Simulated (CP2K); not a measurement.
Two runs for the S L₂,₃ edge of thioformaldehyde. Run A: CP2K XAS_TDP, all-electron GAPW, PBEh(45%), aug-cc-pVTZ, TDA, ZORA, spin–orbit coupling. Run B differs in one setting.

First lines with a strength over 0.0003. A:

| atom | energy (eV) | states | strength, one atom |
| --- | --- | --- | --- |
| S2 (bonded to C) | 159.04 | 1 | 0.0013 |
|  | 161.08 | 1 | 0.0007 |
|  | 163.64 | 3 | 0.0006 |
|  | 164.28 | 1 | 0.0019 |
|  | 164.49 | 1 | 0.0005 |

B:

| atom | energy (eV) | states | strength, one atom |
| --- | --- | --- | --- |
| S2 (bonded to C) | 161.21 | 1 | 0.0013 |
|  | 163.19 | 1 | 0.0007 |
|  | 165.81 | 3 | 0.0006 |
|  | 166.46 | 1 | 0.0020 |
|  | 166.62 | 1 | 0.0003 |

**Question.** Which was it: the functional, the basis, GW2X switched on?

GW2X switched on. GW2X shifts the lines nearly together; each 2p level gets its own shift. The lowest line over the strength cut lies at 161.21 eV, against 159.04 eV (PBEh(45%), aug-cc-pVTZ).

[Hosts, paths, dates, database ids (printed as entryN), source tags and the programs' standing remarks are cut or masked in the printed files.]
